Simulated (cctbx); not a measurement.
# Co3CuS6 with cctbx, script by script

Library: cctbx 2025.11. The data are simulated by the first script.

## 1. Simulate the data

run.py:

```python
from cctbx import adptbx, crystal, miller, sgtbx, xray
from cctbx.array_family import flex
from iotbx.shelx import hklf
from scitbx import matrix
import scitbx.random

cs = crystal.symmetry(unit_cell=(6.008, 10.806, 7.287, 90, 105.67, 90), space_group_symbol='Hall: C 2y')  # C2
atoms = [  # label, site, U (iso, or U11 U22 U33 U12 U13 U23 in A^2), occupancy
    ("Cu1", (0, 0.1626, 0), (0.0358, 0.0230, 0.0242, 0.0000, 0.0083, 0.0000), 1),
    ("Co1", (0, 0.0009, 0.5), (0.0215, 0.0115, 0.0217, 0.0000, 0.0121, 0.0000), 1),
    ("Co2", (0.5, 0.1654, 0.5), (0.0329, 0.0329, 0.0338, 0.0000, 0.0094, 0.0000), 1),
    ("Co3", (0, 0.3325, 0.5), (0.0270, 0.0181, 0.0231, 0.0000, 0.0063, 0.0000), 1),
    ("S1", (0.2753, 0.01, 0.3243), (0.0290, 0.0483, 0.0185, -0.0073, 0.0143, -0.0146), 1),
    ("S2", (0.763, 0.1532, 0.3287), (0.0292, 0.0108, 0.0781, 0.0005, -0.0179, -0.0133), 1),
    ("S3", (0.2827, 0.3235, 0.3315), (0.0335, 0.0861, 0.0296, -0.0156, 0.0022, -0.0131), 1),
]
xs = xray.structure(crystal_symmetry=cs)
for label, site, u, occ in atoms:
    u = adptbx.u_cif_as_u_star(cs.unit_cell(), u) if isinstance(u, tuple) else u
    xs.add_scatterer(xray.scatterer(label, site=site, u=u, occupancy=occ))
xs.set_inelastic_form_factors(0.71073, "sasaki")
xs.show_summary()
p1 = xs.expand_to_p1()
ms = miller.build_set(p1, anomalous_flag=True, d_min=0.65)
flex.set_random_seed(392727)
scitbx.random.set_random_seed(392727)
ms = ms.select(flex.random_double(ms.size()) < 0.8)
i = ms.structure_factors_from_scatterers(p1, algorithm="direct").f_calc().as_intensity_array().data()
i = i * 40000 / flex.max(i)
sig = flex.sqrt(i + flex.pow2(0.04 * i) + 2 ** 2)
noise = scitbx.random.variate(scitbx.random.normal_distribution())(i.size())
data = ms.array(data=i + sig * noise, sigmas=sig).set_observation_type_xray_intensity()
with open("data.hkl", "w") as f:
    data.export_as_shelx_hklf(f)
print("reflections written:", data.size(), " <I/sigma> = %.1f" % flex.mean(data.data() / data.sigmas()))
for h, a, b in list(data.sort("data"))[:12]:
    print("%4d%4d%4d %9.1f %7.1f" % (h + (a, b)))
```

```console
$ python run.py
```

```text
Number of scatterers: 7
At special positions: 4
Unit cell: (6.008, 10.806, 7.287, 90, 105.67, 90)
Space group: C 1 2 1 (No. 5)
reflections written: 5563  <I/sigma> = 5.8
   1  -3   1   42382.9  1612.5
   1   3   1   41584.5  1611.1
  -1  -3  -1   40182.2  1612.5
   2   0  -2   37946.1  1522.5
  -2   0   2   35236.5  1522.5
   0   6   0   25593.5  1056.2
   0  -6   0   25561.8  1061.2
  -3  -3   1   25502.1  1039.8
  -3   3   1   25357.1  1038.2
   3  -3  -1   25351.2  1039.8
   0   0   1   19451.9   768.8
   0   0  -1   19047.4   768.8
```

It took 0.37 s on 1 thread of AMD EPYC 7B13 (Zen 3), on a shared host, peak memory 0.07 GiB.

## 2. Symmetry

run.py:

```python
from cctbx import crystal, sgtbx, statistics
from cctbx.array_family import flex
from iotbx.shelx import hklf

p1 = crystal.symmetry(unit_cell=(6.008, 10.806, 7.287, 90, 105.67, 90), space_group_symbol="P 1")
raw = hklf.reader(file_name="data.hkl").as_miller_arrays(crystal_symmetry=p1, anomalous=True)[0]
print(raw.size(), "reflections to d = %.3f A" % raw.d_min())
isig = raw.data() / raw.sigmas()
print("centring   violations  <I/sigma> of those")
best = "P"
for c in "ABCIRF":
    a = raw.customized_copy(space_group_info=sgtbx.space_group_info("Hall: %s 1" % c)).sys_absent_flags().data()
    m = flex.mean(isig.select(a))
    print("%5s %10d of %5d %8.1f" % (c, (isig.select(a) > 4).count(True), a.count(True), m))
    if (isig.select(a) > 4).count(True) < 0.01 * a.count(True):
        best = c
raw = raw.select(~raw.customized_copy(space_group_info=sgtbx.space_group_info("Hall: %s 1" % best)).sys_absent_flags().data())
isig = raw.data() / raw.sigmas()
rows = []
for s in sgtbx.space_group_symbol_iterator():
    g = sgtbx.space_group(s)
    if g.conventional_centring_type_symbol() != best or not g.is_compatible_unit_cell(p1.unit_cell(), 1e-3, 0.02):
        continue
    rows.append((s, g))
print("Laue class    unique    Rint  (classes that these axes allow; Friedel mates merged)")
rint = {}
for s, g in rows:
    laue = g.build_derived_patterson_group()
    key = laue.type().hall_symbol()
    if key not in rint:
        m = raw.customized_copy(space_group_info=laue.info(), anomalous_flag=False).merge_equivalents()
        rint[key] = m.r_int()
        print("%-14s %6d %7.3f" % (laue.type().lookup_symbol(), m.array().size(), m.r_int()))
floor = min(rint.values())
good = [(s, g) for s, g in rows if rint[g.build_derived_patterson_group().type().hall_symbol()] < 2 * floor + 0.03]
top = max(g.build_derived_patterson_group().order_z() for s, g in good)
print("space group    extra absences  I>4sigma  <I/sigma>")
for s, g in good:
    laue = g.build_derived_patterson_group()
    if laue.order_z() != top:
        continue
    a = raw.customized_copy(space_group_info=g.info()).sys_absent_flags().data()
    a &= ~raw.customized_copy(space_group_info=laue.info()).sys_absent_flags().data()
    bad = (isig.select(a) > 4).count(True)
    if bad <= 0.03 * a.count(True):
        print("%-16s %8d %10d %9s  %s" % (s.universal_hermann_mauguin(), a.count(True), bad, "%.1f" % flex.mean(isig.select(a)) if a.count(True) else "-", "centric" if g.is_centric() else "acentric"))
laue = max(good, key=lambda t: t[1].build_derived_patterson_group().order_z())[1].build_derived_patterson_group()
f = raw.customized_copy(space_group_info=laue.info(), anomalous_flag=False).merge_equivalents().array().eliminate_sys_absent().f_sq_as_f()
f.set_observation_type_xray_amplitude()
bins = max(3, min(8, f.size() // 12))
f.setup_binner(n_bins=bins)
w = statistics.wilson_plot(f, {e: n / laue.order_z() for e, n in {'Cu': 2.0, 'Co': 6.0, 'S': 12.0}.items()}, e_statistics=True)
print("Wilson B = %.2f A^2   <|E^2-1|> = %.3f (0.968 centric, 0.736 acentric)   E^2>4: %.1f %%" % (w.wilson_b, w.mean_e_sq_minus_1, w.percent_e_sq_gt_2))
print("shell (A)         n   <I/sigma>")
m = raw.customized_copy(space_group_info=laue.info(), anomalous_flag=False).merge_equivalents().array().eliminate_sys_absent()
for b in m.setup_binner(n_bins=bins).range_used():
    sel = m.binner().selection(b)
    print("%5.2f - %4.2f %6d %8.1f" % (min(m.binner().bin_d_range(b)[0] if m.binner().bin_d_range(b)[0] > 0 else 99, 99), m.binner().bin_d_range(b)[1], sel.count(True), flex.mean((m.data() / m.sigmas()).select(sel))))
```

```console
$ python run.py
```

```text
5563 reflections to d = 0.650 A
centring   violations  <I/sigma> of those
    A       1275 of  2782      5.9
    B       1275 of  2782      5.9
    C          0 of  2778      0.0
    I       1209 of  2778      5.8
    R       1580 of  3684      5.8
    F       1275 of  4171      3.9
Laue class    unique    Rint  (classes that these axes allow; Friedel mates merged)
C 1 2/m 1         909   0.033
space group    extra absences  I>4sigma  <I/sigma>
C 1 2 1                 0          0         -  acentric
C 1 m 1                 0          0         -  acentric
C 1 2/m 1               0          0         -  centric
Wilson B = 1.87 A^2   <|E^2-1|> = 0.991 (0.968 centric, 0.736 acentric)   E^2>4: 5.7 %
shell (A)         n   <I/sigma>
 7.02 - 1.30    122     26.9
 1.30 - 1.03    106     22.9
 1.03 - 0.90    115     18.8
 0.90 - 0.82    113     17.8
 0.82 - 0.76    109     17.0
 0.76 - 0.72    114     12.9
 0.72 - 0.68    106     13.3
 0.68 - 0.65    124     12.2
```

Time: 0.46 s.

## 3. Charge flipping

run.py:

```python
import itertools
from cctbx import crystal, maptbx
from cctbx.array_family import flex
from iotbx.shelx import hklf
from smtbx.ab_initio import charge_flipping as cf

cs = crystal.symmetry(unit_cell=(6.008, 10.806, 7.287, 90, 105.67, 90), space_group_symbol='Hall: C 2y')  # C2
raw = hklf.reader(file_name="data.hkl").as_miller_arrays(crystal_symmetry=cs, anomalous=True)[0]
merged = raw.eliminate_sys_absent().merge_equivalents()
fo2 = merged.array().set_observation_type_xray_intensity()
f = fo2.average_bijvoet_mates().f_sq_as_f().resolution_filter(d_min=0.8)
p1 = f.expand_to_p1()
p1.setup_binner_counting_sorted(reflections_per_bin=max(40, p1.size() // 12))
work = p1.array(data=p1.data() / p1.amplitude_quasi_normalisations().data())
flex.set_random_seed(15407)
it = cf.weak_reflection_improved_iterator(delta=None, weak_reflection_fraction=0.2)
it.start(work, phases=flex.random_double(p1.size()) * 6.2832, f_000=0)
it.delta = 1.1 * it.rho_map.sigma()
print("cycle      R  skewness")
for n, st in enumerate(itertools.islice(it, 100)):
    if n % 8 == 0:
        print("%5d %6.3f %8.2f" % (n, st.r1_factor(), st.rho_map.skewness()))
rho = p1.phase_transfer(it.f_calc).fft_map().apply_volume_scaling()
polish = cf.low_density_elimination_iterator(constant_rho_c=rho.sigma())
polish.start(f_obs=p1, phases=it.f_calc, f_000=0)
for _ in range(8):
    next(polish)
print("origin shift          correlation  skewness")
maps = []
for fc, shift, cc in itertools.islice(cf.f_calc_symmetrisations(f, polish.f_calc, 0), 4):
    m = f.phase_transfer(fc).fft_map(symmetry_flags=maptbx.use_space_group_symmetry, resolution_factor=0.25).apply_sigma_scaling()
    maps.append((m.skewness(), cc, m))
    print("%6.3f %6.3f %6.3f %10.3f %9.2f" % (tuple(shift) + (cc, m.skewness())))
skew, cc, m = max((t for t in maps if t[1] > maps[0][1] - 0.04), key=lambda t: t[0])
print("taken: symmetry correlation %.3f, skewness %.2f" % (cc, skew))
peaks = m.peak_search(parameters=maptbx.peak_search_parameters(min_distance_sym_equiv=0.9, max_clusters=12)).all()
sps = cs.special_position_settings(min_distance_sym_equiv=0.5)
print("peak      x       y       z  mult  height/sigma")
for k, (x, h) in enumerate(zip(peaks.sites(), peaks.heights())):
    ss = sps.site_symmetry(x)
    print("Q%-3d %7.4f %7.4f %7.4f %4d %8.1f" % ((k + 1,) + tuple(t % 1 for t in ss.exact_site()) + (ss.multiplicity(), h)))
```

```console
$ python run.py
```

```text
cycle      R  skewness
    0  0.532     0.32
    8  0.434     1.34
   16  0.452     1.89
   24  0.442     2.69
   32  0.430     3.24
   40  0.427     3.20
   48  0.421     3.32
   56  0.419     3.25
   64  0.425     3.54
   72  0.417     3.45
   80  0.407     3.57
   88  0.418     3.35
   96  0.409     3.52
origin shift          correlation  skewness
-0.009 -0.000  0.057      0.979      3.59
 0.355 -0.000  0.137      0.966      3.53
 0.145 -0.000  0.432      0.961      2.78
 0.242  0.000  0.320      0.934      2.50
taken: symmetry correlation 0.979, skewness 3.59
peak      x       y       z  mult  height/sigma
Q1    0.1217  0.8896  0.4123    4     11.1
Q2    0.1269  0.5646  0.4192    4     10.9
Q3    0.1376  0.2263  0.4187    4     10.5
Q4    0.1335  0.4184  0.9239    4      4.4
Q5    0.0930  0.0749  0.7480    4      3.7
Q6    0.1102  0.7335  0.9205    4      3.4
Q7    0.0305  0.8155  0.6202    4      3.3
Q8    0.1617  0.3801  0.7962    4      3.2
Q9    0.0805  0.8003  0.7711    4      3.2
Q10   0.9995  0.0080  0.1503    4      3.2
Q11   0.1274  0.3235  0.3654    4      3.2
Q12   0.1989  0.4738  0.0571    4      3.1
```

Time: 0.56 s.

## 4. Refinement (model from the peaks)

run.py:

```python
import math
from cctbx import adptbx, crystal, maptbx, sgtbx, xray
from cctbx.array_family import flex
from cctbx.xray import observations
from iotbx.shelx import hklf
from scitbx.lstbx import normal_eqns_solving
from smtbx import absolute_structure, utils
from smtbx.refinement import constraints, least_squares

cs = crystal.symmetry(unit_cell=(6.008, 10.806, 7.287, 90, 105.67, 90), space_group_symbol='Hall: C 2y')  # C2
atoms = [  # label, site, U (iso, or U11 U22 U33 U12 U13 U23 in A^2), occupancy
    ("S1", (0.1217, 0.8896, 0.4123), 0.0200, 1),
    ("Co1", (0.1269, 0.5646, 0.4192), 0.0200, 1),
    ("S2", (0.1376, 0.2263, 0.4187), 0.0200, 1),
    ("S3", (0.1335, 0.4184, 0.9239), 0.0200, 1),
]
xs = xray.structure(crystal_symmetry=cs)
for label, site, u, occ in atoms:
    u = adptbx.u_cif_as_u_star(cs.unit_cell(), u) if isinstance(u, tuple) else u
    xs.add_scatterer(xray.scatterer(label, site=site, u=u, occupancy=occ))
xs.set_inelastic_form_factors(0.71073, "sasaki")
raw = hklf.reader(file_name="data.hkl").as_miller_arrays(crystal_symmetry=cs, anomalous=True)[0]
merged = raw.eliminate_sys_absent().merge_equivalents()
fo2 = merged.array().set_observation_type_xray_intensity()
print("Rint %.3f, %d unique reflections to %.2f A" % (merged.r_int(), fo2.size(), fo2.d_min()))
for sc in xs.scatterers():
    sc.flags.set_grad_site(True)
    sc.flags.set_grad_u_aniso(sc.flags.use_u_aniso())
    sc.flags.set_grad_u_iso(sc.flags.use_u_iso())
obs = fo2.as_xray_observations()
extra = {}
rep = constraints.reparametrisation(xs, [], utils.connectivity_table(xs), **extra)
ls = least_squares.crystallographic_ls(obs, rep, weighting_scheme=least_squares.mainstream_shelx_weighting(a=0, b=0))
print("cycle     R1     wR2    GooF  max shift (A)")
for cycle in range(6):
    ls.build_up()
    r1, wr2, goof = ls.r1_factor(cutoff_factor=2)[0], ls.wR2(), ls.goof()
    old = xs.sites_cart()
    normal_eqns_solving.levenberg_marquardt_iterations(ls, n_max_iterations=3, tau=0.0001, step_threshold=1e-7)
    big = flex.max((xs.sites_cart() - old).norms())
    print("%4d %7.4f %7.4f %7.3f %9.5f" % (cycle + 1, r1, wr2, goof, big))
    ls.build_up(objective_only=True)
    if abs(ls.wR2() - wr2) < 5e-5 and big < 5e-4:
        break
ls.build_up()
print("final R1 %.4f wR2 %.4f GooF %.3f  parameters %d  data/parameter %.1f" % (ls.r1_factor(cutoff_factor=2)[0], ls.wR2(), ls.goof(), ls.n_parameters, fo2.size() / ls.n_parameters))
cov = ls.covariance_matrix_and_annotations()
su = dict(zip(cov.annotations, (math.sqrt(max(v, 0)) for v in cov.matrix.matrix_packed_u_diagonal())))
a2 = cs.unit_cell().reciprocal_parameters()[0] ** -2
print("atom        x        y        z      Ueq    occ   su(xyz)  su(Uiso or U11)")
for sc in xs.scatterers():
    s = max(su.get(sc.label + k, 0) for k in (".x", ".y", ".z"))
    npd = "" if sc.is_positive_definite_u(cs.unit_cell()) else "  NPD"
    print("%-5s %8.5f %8.5f %8.5f %8.4f %6.3f %8.5f %7.4f%s" % ((sc.label,) + sc.site + (sc.u_iso_or_equiv(cs.unit_cell()), sc.occupancy, s, su.get(sc.label + ".uiso", su.get(sc.label + ".u11", 0) * a2), npd)))
fo = fo2.f_sq_as_f()
fc = fo.structure_factors_from_scatterers(xs, algorithm="direct").f_calc()
diff = fo.f_obs_minus_f_calc(1 / math.sqrt(ls.scale_factor()), fc).average_bijvoet_mates()
m = diff.fft_map(symmetry_flags=maptbx.use_space_group_symmetry, resolution_factor=0.25).apply_volume_scaling()
print("difference map: max %.2f min %.2f rms %.2f" % (m.statistics().max(), m.statistics().min(), m.statistics().sigma()))
peaks = m.peak_search(parameters=maptbx.peak_search_parameters(min_distance_sym_equiv=0.6, max_clusters=8)).all()
near = xs.closest_distances(peaks.sites(), distance_cutoff=4)
sps = cs.special_position_settings(min_distance_sym_equiv=0.5)
for k, (x, h) in enumerate(zip(peaks.sites(), peaks.heights())):
    ss = sps.site_symmetry(x)
    print("Q%-3d %7.4f %7.4f %7.4f %4d %7.2f  %.2f A from %s" % ((k + 1,) + tuple(t % 1 for t in ss.exact_site()) + (ss.multiplicity(), h, near.smallest_distances[k], xs.scatterers()[near.i_seqs[k]].label)))
```

```console
$ python run.py
```

```text
Rint 0.026, 1683 unique reflections to 0.65 A
cycle     R1     wR2    GooF  max shift (A)
   1  0.5384  0.8447  13.633   0.14712
   2  0.3537  0.6731  10.863   0.01966
   3  0.3502  0.6715  10.837   0.00683
   4  0.3485  0.6712  10.833   0.00506
   5  0.3478  0.6711  10.832   0.00351
   6  0.3475  0.6711  10.831   0.00285
final R1 0.3472 wR2 0.6711 GooF 10.831  parameters 16  data/parameter 105.2
atom        x        y        z      Ueq    occ   su(xyz)  su(Uiso or U11)
S1     0.12594  0.89733  0.41137   0.0167  1.000  0.00112  0.0013
Co1    0.14086  0.56263  0.41136   0.0213  1.000  0.00099  0.0017
S2     0.14198  0.23515  0.42155   0.0085  1.000  0.00132  0.0014
S3     0.13977  0.40742  0.91601   0.0107  1.000  0.00106  0.0011
difference map: max 36.08 min -16.38 rms 2.67
Q1    0.1399  0.5640  0.4019    4   37.44  0.07 A from Co1
Q2    0.1232  0.8988  0.4078    4   34.52  0.03 A from S1
Q3    0.1450  0.2310  0.4240    4   27.96  0.05 A from S2
Q4    0.1400  0.4091  0.9286    4   18.49  0.09 A from S3
Q5    0.0879  0.7631  0.7661    4   14.17  2.13 A from S1
Q6    0.0725  0.4041  0.7646    4   13.44  1.07 A from S3
Q7    0.0898  0.0340  0.7536    4   12.11  2.11 A from S1
Q8    0.2139  0.9055  0.5893    4    9.62  1.26 A from S1
```

Time: 0.71 s.

Figures of merit this high mean that the model is still wrong or incomplete.

## 5. Charge flipping

run.py, as its changes from the last script of this kind:

```diff
@@ -13,3 +13,2 @@
-p1.setup_binner_counting_sorted(reflections_per_bin=max(40, p1.size() // 12))
-work = p1.array(data=p1.data() / p1.amplitude_quasi_normalisations().data())
-flex.set_random_seed(15407)
+work = p1
+flex.set_random_seed(15408)
@@ -20,2 +19,2 @@
-for n, st in enumerate(itertools.islice(it, 100)):
-    if n % 8 == 0:
+for n, st in enumerate(itertools.islice(it, 200)):
+    if n % 16 == 0:
```

```console
$ python run.py
```

```text
cycle      R  skewness
    0  0.514     0.51
   16  0.222     4.68
   32  0.196     4.69
   48  0.194     4.45
   64  0.202     4.47
   80  0.204     4.39
   96  0.195     4.24
  112  0.208     4.34
  128  0.205     4.27
  144  0.213     4.29
  160  0.230     4.37
  176  0.220     4.34
  192  0.220     4.29
origin shift          correlation  skewness
 0.158 -0.000  0.066      0.963      2.25
 0.416 -0.000  0.317      0.958      2.20
 0.036  0.000  0.169      0.934      2.24
 0.065 -0.000  0.235      0.951      2.27
taken: symmetry correlation 0.951, skewness 2.27
peak      x       y       z  mult  height/sigma
Q1    0.2528  0.0064  0.7647    4      8.5
Q2    0.0000  0.8794  0.0000    2      8.3
Q3    0.2559  0.1713  0.2356    4      7.2
Q4    0.2486  0.3346  0.7565    4      6.9
Q5    0.0000  0.6638  0.0000    2      5.4
Q6    0.0302  0.0157  0.0678    4      5.2
Q7    0.0000  0.5590  0.0000    2      4.0
Q8    0.0429  0.1779  0.5979    4      3.9
Q9    0.2220  0.0529  0.1936    4      3.9
Q10   0.0490  0.5622  0.7369    4      3.8
Q11   0.0257  0.3625  0.0890    4      3.8
Q12   0.0680  0.2261  0.9702    4      3.6
```

Time: 0.45 s.

## 6. Refinement (model from the peaks)

run.py, as its changes from the last script of this kind:

```diff
@@ -12,4 +12,6 @@
-    ("S1", (0.1217, 0.8896, 0.4123), 0.0200, 1),
-    ("Co1", (0.1269, 0.5646, 0.4192), 0.0200, 1),
-    ("S2", (0.1376, 0.2263, 0.4187), 0.0200, 1),
-    ("S3", (0.1335, 0.4184, 0.9239), 0.0200, 1),
+    ("S1", (0.2528, 0.0064, 0.7647), 0.0200, 1),
+    ("Cu1", (0, 0.8794, 0), 0.0200, 1),
+    ("Co1", (0.2559, 0.1713, 0.2356), 0.0200, 1),
+    ("S2", (0.2486, 0.3346, 0.7565), 0.0200, 1),
+    ("Co2", (0, 0.6638, 0), 0.0200, 1),
+    ("S3", (0.0429, 0.1779, 0.5979), 0.0200, 1),
@@ -60 +62 @@
-peaks = m.peak_search(parameters=maptbx.peak_search_parameters(min_distance_sym_equiv=0.6, max_clusters=8)).all()
+peaks = m.peak_search(parameters=maptbx.peak_search_parameters(min_distance_sym_equiv=0.6, max_clusters=6)).all()
```

```console
$ python run.py
```

```text
Rint 0.026, 1683 unique reflections to 0.65 A
cycle     R1     wR2    GooF  max shift (A)
   1  0.6585  0.9077  14.667   0.18768
   2  0.5026  0.7893  12.754   0.08809
   3  0.4826  0.7712  12.461   0.03498
   4  0.4808  0.7692  12.429   0.01356
   5  0.4801  0.7686  12.420   0.01133
   6  0.4796  0.7683  12.414   0.01124
final R1 0.4790 wR2 0.7680 GooF 12.410  parameters 20  data/parameter 84.2
atom        x        y        z      Ueq    occ   su(xyz)  su(Uiso or U11)
S1     0.26087  0.01304  0.77295   0.0118  1.000  0.00232  0.0020
Cu1    0.00000  0.85541  0.00000   0.1020  1.000  0.00351  0.0136
Co1    0.26756  0.17530  0.23688   0.0182  1.000  0.00210  0.0016
S2     0.24787  0.33644  0.74112   0.0130  1.000  0.00241  0.0021
Co2    0.00000  0.68026  0.00000   0.0731  1.000  0.00394  0.0068
S3     0.01140  0.18999  0.60310   0.0147  1.000  0.00259  0.0019
difference map: max 63.66 min -25.28 rms 5.16
Q1    0.2343  0.6756  0.7619    4   66.43  0.02 A from Co1
Q2    0.2439  0.3406  0.7584    4   59.20  0.14 A from S2
Q3    0.2507  0.0116  0.7706    4   56.83  0.06 A from S1
Q4    0.0206  0.1886  0.5977    4   43.00  0.08 A from S3
Q5    0.0402  0.0049  0.0663    4   39.82  1.69 A from Cu1
Q6    0.0227  0.6722  0.0526    4   39.04  0.38 A from Co2
```

It took 0.68 s on 1 thread of AMD EPYC 7B13 (Zen 3) (shared host), peak memory 0.09 GiB.

Figures of merit this high mean that the model is still wrong or incomplete.

[Logs are printed without paths, hosts, clocks, repeated set-up lines and the standing remarks that a program may print on its own settings, such as how far it seeks lower states.]
